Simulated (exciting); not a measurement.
# Core excitons at the I L₃ edge of MgI2

Wanted: the near-edge spectrum and the bound core excitons at the I L₃ edge of MgI2.

Main program and level: exciting sodium; X-ray absorption, core-level Bethe-Salpeter equation, exchange and statically screened direct term, Tamm-Dancoff, all-electron LAPW+lo PBE.

The database entry behind the starting cell has ideal inner coordinates that were not refined, so it need not match the best structure at ambient conditions.

### Step 1. Set-up

It takes space group P-3m1 (No. 164, trigonal). The conventional cell has a = 4.140 Å, b = 4.140 Å, c = 6.880 Å, α = 90.00°, β = 90.00°, γ = 120.00°. I has 3 Mg at 2.94 Å nearest. Nearest to Mg lie 6 I at 2.94 Å. Farther neighbours and most contacts between anions are not listed.

As a file:

```cif
data_structure
_symmetry_space_group_name_H-M 'P 1'
_symmetry_Int_Tables_number 1
_cell_length_a 4.1400
_cell_length_b 4.1400
_cell_length_c 6.8800
_cell_angle_alpha 90.000
_cell_angle_beta 90.000
_cell_angle_gamma 120.000
_cell_volume 102.12
loop_
_atom_site_label
_atom_site_type_symbol
_atom_site_fract_x
_atom_site_fract_y
_atom_site_fract_z
_atom_site_occupancy
I1 I 0.66667 0.33333 0.75000 1
I2 I 0.33333 0.66667 0.25000 1
Mg3 Mg 0.00000 0.00000 0.00000 1
```

Differences between curves are given as r.m.s. difference over r.m.s. height.

### Step 2. The self-consistent potential

The species files are the program's own, with muffin-tin radii set in the input.

input.xml

```
<input>
  <title>MgI2</title>
  <structure speciespath="." autormt="false" epslat="1.0e-5">
    <crystal>
      <basevect>7.8234661545 0.0000000000 0.0000000000</basevect>
      <basevect>-3.9117330773 6.7753204355 0.0000000000</basevect>
      <basevect>0.0000000000 0.0000000000 13.0013157350</basevect>
    </crystal>
    <species speciesfile="I.xml" rmt="2.300">
      <atom coord="0.6666666667 0.3333333333 0.7500000000"/>
      <atom coord="0.3333333333 0.6666666667 0.2500000000"/>
    </species>
    <species speciesfile="Mg.xml" rmt="2.300">
      <atom coord="0.0000000000 0.0000000000 0.0000000000"/>
    </species>
  </structure>
  <groundstate do="fromscratch" xctype="GGA_PBE" ngridk="4 4 2" rgkmax="7" gmaxvr="14" nempty="8" swidth="0.001" maxscl="100" epsengy="1e-5"/>
</input>
```

Started as:

```sh
> OMP_NUM_THREADS=1 mpirun -n 2 exciting
```

Numbers of over 12 decimals in the logs are rounded to 6 here.

The log of the run:

```text
EXCITING SODIUM started
********************************************************************************
* Ground-state run starting from atomic densities                              *
********************************************************************************
+ Starting initialization                                                      +
[... lattice and species ...]
 Spin treatment                             :    spin-unpolarised
 Number of Bravais lattice symmetries       :      24
[...]
+ Self-consistent loop stopped                                                 +
 STATE.OUT is written
********************************************************************************
* Groundstate module stopped                                                   *
********************************************************************************
 Total time spent (seconds)                 :        25.59
- CAUTION! Warnings have been written in file WARNING.OUT !                    -
| EXCITING SODIUM stopped                                                      =
[key lines of the parts left out:]
Total energy                               :    -14438.57881263
Fermi energy                               :         0.14713942
```

Wall time 27 s (2 MPI ranks of Arm Neoverse V1, shared host).

The warnings file holds hints only, no warning.

The mesh shows a gap of 3.50 eV. Core levels (Dirac, from the valence top):

```
atom  level  energy (eV)
   I  2s1/2      -5084.3
   I  2p1/2      -4769.7
   I  2p3/2      -4471.0
   I  3s1/2      -1020.9
   I  3p1/2       -890.9
   I  3p3/2       -834.6
   I  3d3/2       -605.7
   I  3d5/2       -593.9
   I  4s1/2       -173.8
   I  4p1/2       -128.4
   I  4p3/2       -117.5
```

### Step 3. A richer basis for the empty states

Each species file gets more local orbitals, built from u and its energy derivative at 0.15 Ha and u at 0.9 Ha.

input.xml is that of step 2.

SPECIES.xml, added lines

```
<lo l="L">  <!-- L = 0, 1, 2 -->
  <wf matchingOrder="0" trialEnergy="0.1500" searchE="false"/>
  <wf matchingOrder="1" trialEnergy="0.1500" searchE="false"/>
  <wf matchingOrder="0" trialEnergy="0.9000" searchE="false"/>
</lo>
```

Started as:

```sh
> OMP_NUM_THREADS=1 mpirun -n 2 exciting
```

The log of the run:

```text
EXCITING SODIUM started
********************************************************************************
* Ground-state run starting from atomic densities                              *
********************************************************************************
+ Starting initialization                                                      +
[... lattice and species ...]
 Spin treatment                             :    spin-unpolarised
 Number of Bravais lattice symmetries       :      24
[...]
+ Self-consistent loop stopped                                                 +
 STATE.OUT is written
********************************************************************************
* Groundstate module stopped                                                   *
********************************************************************************
 Total time spent (seconds)                 :        26.35
- CAUTION! Warnings have been written in file WARNING.OUT !                    -
| EXCITING SODIUM stopped                                                      =
[key lines of the parts left out:]
Total energy                               :    -14438.57941246
Fermi energy                               :         0.14752347
```

Wall time 27 s (2 MPI ranks).

Against the first ground state the total energy moves by -5 meV an atom and the gap by 0.00 eV.

### Step 4. Screening, kernels and BSE for I atom 1

The absorber has nearest neighbours 3 Mg at 2.94 Å (site symmetry 3m).

Changes to input.xml since step 3:

```diff
@@ -16,3 +16,19 @@
   </structure>
-  <groundstate do="fromscratch" xctype="GGA_PBE" ngridk="4 4 2" rgkmax="7" gmaxvr="14" nempty="8" swidth="0.001" maxscl="100" epsengy="1e-5"/>
+  <groundstate do="skip" xctype="GGA_PBE" ngridk="4 4 2" rgkmax="7" gmaxvr="14" nempty="8" swidth="0.001" maxscl="100" epsengy="1e-5"/>
+  <xs xstype="BSE" ngridk="4 4 2" ngridq="4 4 2" vkloff="0.097 0.273 0.493" rgkmax="7" nempty="39" gqmax="3" lmaxapwwf="5" lmaxemat="3" broad="0.05659" tevout="true">
+    <energywindow intv="163.991 165.608" points="439"/>
+    <screening screentype="full" nempty="65"/>
+    <BSE xas="true" xasspecies="1" xasatom="1" xasedge="L3" bsetype="singlet" nstlxas="1 35"/>
+    <qpointset>
+      <qpoint>0 0 0</qpoint>
+    </qpointset>
+    <plan>
+      <doonly task="xsgeneigvec"/>
+      <doonly task="writepmatxs"/>
+      <doonly task="scrgeneigvec"/>
+      <doonly task="scrwritepmat"/>
+      <doonly task="screen"/>
+      <doonly task="scrcoulint"/>
+    </plan>
+  </xs>
 </input>
```

input.xml for the exchange start (cutoff and plan only)

```
  gqmax="2"
  <plan>
    <doonly task="exccoulint"/>
  </plan>
```

input.xml for the last start (plan only)

```
  <plan>
    <doonly task="bse"/>
  </plan>
```

Started as:

```sh
> OMP_NUM_THREADS=1 mpirun -n 2 exciting
> OMP_NUM_THREADS=1 mpirun -n 2 exciting
> OMP_NUM_THREADS=2 exciting
```

The log of the run:

```text
| EXCITING SODIUM started for task xsgeneigvec ( 301)                          =
One-shot GS runs for BSE calculations
One-shot GS runs for k+qmt/2 grids
Info(xsgeneigvec): Generating eigenvectors for Q-point      1
Info(xsgeneigvec): Generation of eigenvectors finished
| EXCITING SODIUM started for task writepmatxs ( 320)                          =
Info(writepmatxs): Momentum matrix elements finished
| EXCITING SODIUM started for task scrgeneigvec ( 401)                         =
One-shot GS runs for BSE calculations
One-shot GS runs for k+qmt/2 grids
[...]
Info(setup_bse_block): Setting up RR part of hamiltonian
Info(setup_bse_block): Singlet spin state
Info(bse): Diagonalizing RR Hamiltonian (TDA)
Info(bse): Invoking Lapack routine ZHEEVR
      4480 eigen solutions found in the interval:
         i1=       1 i2=    4480
Info(bse): Writing excition energies and oscillator strengths to text file.
Info(makespectrum_dist): Making spectrum using formula for coupling with time reversed AR basis.
Info(makespectrum_dist): Using formalism for vanishing momentum transfer.
Info(writederived): Writing quantities derived from the macroscopic dielectric function.
Info(bselauncher): Spectrum finished for iqmt=  1
Info(bselauncher): All done for BSE type singlet
```

It took 24 min on 2 MPI ranks.

Wall time by task: xsgeneigvec 6 s, writepmatxs 9.4 s, scrgeneigvec 4.7 s, scrwritepmat 3.2 s, screen 2.8 min, scrcoulint 5.2 min, exccoulint 14 min, bse 78 s.

The I L₃ spectrum of I atom 1 (energy from the Kohn–Sham onset, core level to the lowest empty state found on the meshes used, 4474.43 eV; the ground-state mesh sets it, and the shifted mesh has its lowest transition 0.03 eV above it; Im ε scaled to the maximum of the singlet run; cut below the end of the band set):

```
E (eV)  isotropic  ε ⊥ c  ε ∥ c
 -12.0       0.03   0.03   0.03
 -11.5       0.03   0.03   0.03
 -11.0       0.04   0.03   0.04
 -10.5       0.04   0.04   0.04
 -10.0       0.04   0.04   0.04
  -9.5       0.04   0.04   0.04
  -9.0       0.05   0.05   0.05
  -8.5       0.05   0.05   0.05
  -8.0       0.06   0.06   0.06
  -7.5       0.06   0.06   0.06
  -7.0       0.07   0.07   0.07
  -6.5       0.07   0.07   0.07
  -6.0       0.08   0.08   0.08
  -5.5       0.09   0.09   0.09
  -5.0       0.11   0.11   0.11
  -4.5       0.12   0.12   0.12
  -4.0       0.14   0.14   0.14
  -3.5       0.17   0.17   0.17
  -3.0       0.21   0.21   0.21
  -2.5       0.26   0.26   0.26
  -2.0       0.33   0.33   0.33
  -1.5       0.42   0.42   0.42
  -1.0       0.52   0.52   0.52
  -0.5       0.62   0.62   0.62
   0.0       0.72   0.72   0.72
   0.5       0.82   0.82   0.82
   1.0       0.90   0.90   0.90
   1.5       0.94   0.94   0.93
   2.0       0.94   0.94   0.93
   2.5       0.91   0.91   0.91
   3.0       0.88   0.88   0.89
   3.5       0.87   0.87   0.88
   4.0       0.88   0.87   0.89
   4.5       0.90   0.89   0.90
   5.0       0.92   0.91   0.92
   5.5       0.93   0.93   0.94
   6.0       0.94   0.93   0.95
   6.5       0.94   0.94   0.95
   7.0       0.95   0.95   0.95
   7.5       0.96   0.96   0.96
   8.0       0.97   0.97   0.96
   8.5       0.97   0.98   0.96
   9.0       0.98   1.00   0.96
   9.5       0.99   1.01   0.97
  10.0       1.00   1.01   0.98
  10.5       0.99   1.00   0.99
  11.0       0.98   0.98   0.99
  11.5       0.96   0.96   0.98
  12.0       0.95   0.94   0.97
  12.5       0.94   0.93   0.95
  13.0       0.92   0.92   0.94
  13.5       0.90   0.90   0.91
  14.0       0.88   0.88   0.88
  14.5       0.85   0.85   0.84
  15.0       0.82   0.82   0.80
  15.5       0.78   0.79   0.77
  16.0       0.75   0.76   0.74
  16.5       0.72   0.72   0.71
  17.0       0.68   0.68   0.68
```

Maxima (height): 1.7 eV (0.94) and 10.0 eV (1.00).

The Hamiltonian has 4480 rows. The lowest groups of eigenvalues and the brightest ones, on the scale above (the program counts from the shifted mesh's onset, 0.03 eV higher). Core spinors bring spin-forbidden partners, so dark means forbidden by spin or by symmetry, and the shifted mesh splits states that symmetry would keep together:

```
energy (eV)  states within 10 meV  relative strength
     -0.971                     4               0.94
     -0.916                     4               0.97
     -0.745                     4               0.39
     -0.410                     4              0.064
     -0.310                     4              0.059
     -0.272                     4              0.073
      0.689                     4               0.55
      0.740                     4               0.53
      0.767                     4               1.00
      0.856                     4               0.91
      9.653                     4               0.54
```

### Step 5. Independent particles

Changes to input.xml since step 4:

```diff
@@ -20,3 +20,3 @@
     <screening screentype="full" nempty="65"/>
-    <BSE xas="true" xasspecies="1" xasatom="1" xasedge="L3" bsetype="singlet" nstlxas="1 35"/>
+    <BSE xas="true" xasspecies="1" xasatom="1" xasedge="L3" bsetype="IP" nstlxas="1 35"/>
     <qpointset>
@@ -25,8 +25,3 @@
     <plan>
-      <doonly task="xsgeneigvec"/>
-      <doonly task="writepmatxs"/>
-      <doonly task="scrgeneigvec"/>
-      <doonly task="scrwritepmat"/>
-      <doonly task="screen"/>
-      <doonly task="scrcoulint"/>
+      <doonly task="bse"/>
     </plan>
```

Started as:

```sh
> OMP_NUM_THREADS=2 exciting
```

The log of the run:

```text
| EXCITING SODIUM started for task bse ( 445)                                  =
Info(bselauncher): Init time:    0.864277
Info(bselauncher): Setting up and diagonalizing BSE Hamiltonian.
Info(bselauncher): Using momentum transfer vectors from list :   1 to  1
Info(bselauncher): Distributing qmt-points over   1 processes.
Info(bselauncher): BSE type: IP
Info(bselauncher): Momentum transfer list index: iqmt=  1
Info(bselauncher): Momentum transfer: vqmtl=   0.000   0.000   0.000
Info(bse): Inspecting occupations...
Info(setranges_modxs): Number of non-reduced k-points:       32
[...]
highest unoccupied state:  57
  Opening gap with a scissor of:      0.000/H      0.000/eV
Info(select_transitions): Number of participating transitions:    4480
Info(bse): Selecting transitions...
Info(bse):bsegap (eV):  4474.463859
Info(bse): IP requested, nothing much to do
Info(bse): Writing excition energies and oscillator strengths to text file.
Info(makespectrum_dist): Making spectrum using formula for coupling with time reversed AR basis.
Info(makespectrum_dist): Using formalism for vanishing momentum transfer.
Info(writederived): Writing quantities derived from the macroscopic dielectric function.
Info(bselauncher): Spectrum finished for iqmt=  1
Info(bselauncher): All done for BSE type IP
```

Run time: 1.5 s. Hardware: 2 threads.

Maxima (height): 15.1 eV (1.11). The spectrum differs from the singlet run by 33 % r.m.s. Moving the earlier curve by +3.6 eV leaves 13 %. The highest maximum lies at 15.1 eV (1.11), against 10.0 eV (1.00).

### Step 6. Exchange alone

Changes to input.xml since step 5:

```diff
@@ -20,3 +20,3 @@
     <screening screentype="full" nempty="65"/>
-    <BSE xas="true" xasspecies="1" xasatom="1" xasedge="L3" bsetype="IP" nstlxas="1 35"/>
+    <BSE xas="true" xasspecies="1" xasatom="1" xasedge="L3" bsetype="RPA" nstlxas="1 35"/>
     <qpointset>
```

Started as:

```sh
> OMP_NUM_THREADS=2 exciting
```

The log of the run:

```text
| EXCITING SODIUM started for task bse ( 445)                                  =
Info(bselauncher): Init time:    0.863364
Info(bselauncher): Setting up and diagonalizing BSE Hamiltonian.
Info(bselauncher): Using momentum transfer vectors from list :   1 to  1
Info(bselauncher): Distributing qmt-points over   1 processes.
Info(bselauncher): BSE type: RPA
Info(bselauncher): Momentum transfer list index: iqmt=  1
Info(bselauncher): Momentum transfer: vqmtl=   0.000   0.000   0.000
Info(bse): Inspecting occupations...
Info(setranges_modxs): Number of non-reduced k-points:       32
[...]
Info(setup_bse_block): Setting up RR part of hamiltonian
Info(setup_bse_block): Using RPA approximation
Info(bse): Diagonalizing RR Hamiltonian (TDA)
Info(bse): Invoking Lapack routine ZHEEVR
      4480 eigen solutions found in the interval:
         i1=       1 i2=    4480
Info(bse): Writing excition energies and oscillator strengths to text file.
Info(makespectrum_dist): Making spectrum using formula for coupling with time reversed AR basis.
Info(makespectrum_dist): Using formalism for vanishing momentum transfer.
Info(writederived): Writing quantities derived from the macroscopic dielectric function.
Info(bselauncher): Spectrum finished for iqmt=  1
Info(bselauncher): All done for BSE type RPA
```

Run time: 78 s. Hardware: 2 threads.

Maxima (height): 15.1 eV (1.11). The spectrum is that of the independent-particle run within 1 %.

### Step 7. Direct term alone

Changes to input.xml since step 6:

```diff
@@ -20,3 +20,3 @@
     <screening screentype="full" nempty="65"/>
-    <BSE xas="true" xasspecies="1" xasatom="1" xasedge="L3" bsetype="RPA" nstlxas="1 35"/>
+    <BSE xas="true" xasspecies="1" xasatom="1" xasedge="L3" bsetype="triplet" nstlxas="1 35"/>
     <qpointset>
```

Started as:

```sh
> OMP_NUM_THREADS=2 exciting
```

The log of the run:

```text
| EXCITING SODIUM started for task bse ( 445)                                  =
Info(bselauncher): Init time:    0.866945
Info(bselauncher): Setting up and diagonalizing BSE Hamiltonian.
Info(bselauncher): Using momentum transfer vectors from list :   1 to  1
Info(bselauncher): Distributing qmt-points over   1 processes.
Info(bselauncher): BSE type: triplet
Info(bselauncher): Momentum transfer list index: iqmt=  1
Info(bselauncher): Momentum transfer: vqmtl=   0.000   0.000   0.000
Info(bse): Inspecting occupations...
[...]
Info(setup_bse_block): Setting up RR part of hamiltonian
Info(setup_bse_block): Triplet spin state
Info(bse): Diagonalizing RR Hamiltonian (TDA)
Info(bse): Invoking Lapack routine ZHEEVR
      4480 eigen solutions found in the interval:
         i1=       1 i2=    4480
Info(bse): Writing excition energies and oscillator strengths to text file.
Info(makespectrum_dist): Making spectrum using formula for coupling with time reversed AR basis.
Info(makespectrum_dist): Using formalism for vanishing momentum transfer.
Info(writederived): Writing quantities derived from the macroscopic dielectric function.
Info(bselauncher): Spectrum finished for iqmt=  1
Info(bselauncher): All done for BSE type triplet
```

Elapsed: 81 s, on 2 threads.

Maxima (height): 1.7 eV (0.94) and 10.0 eV (1.00). The spectrum is that of the singlet run within 1 %.

[end of part 1 of 2]

[Banner, clock and machine lines of the logs are left out without a mark of their own.]

[Logs are printed without paths, hosts, clocks, repeated set-up lines and the standing remarks that a program may print on its own settings, such as how far it seeks lower states.]

[Hosts, paths, dates, database ids (printed as entryN), source tags and the programs' standing remarks are cut or masked in the printed files.]
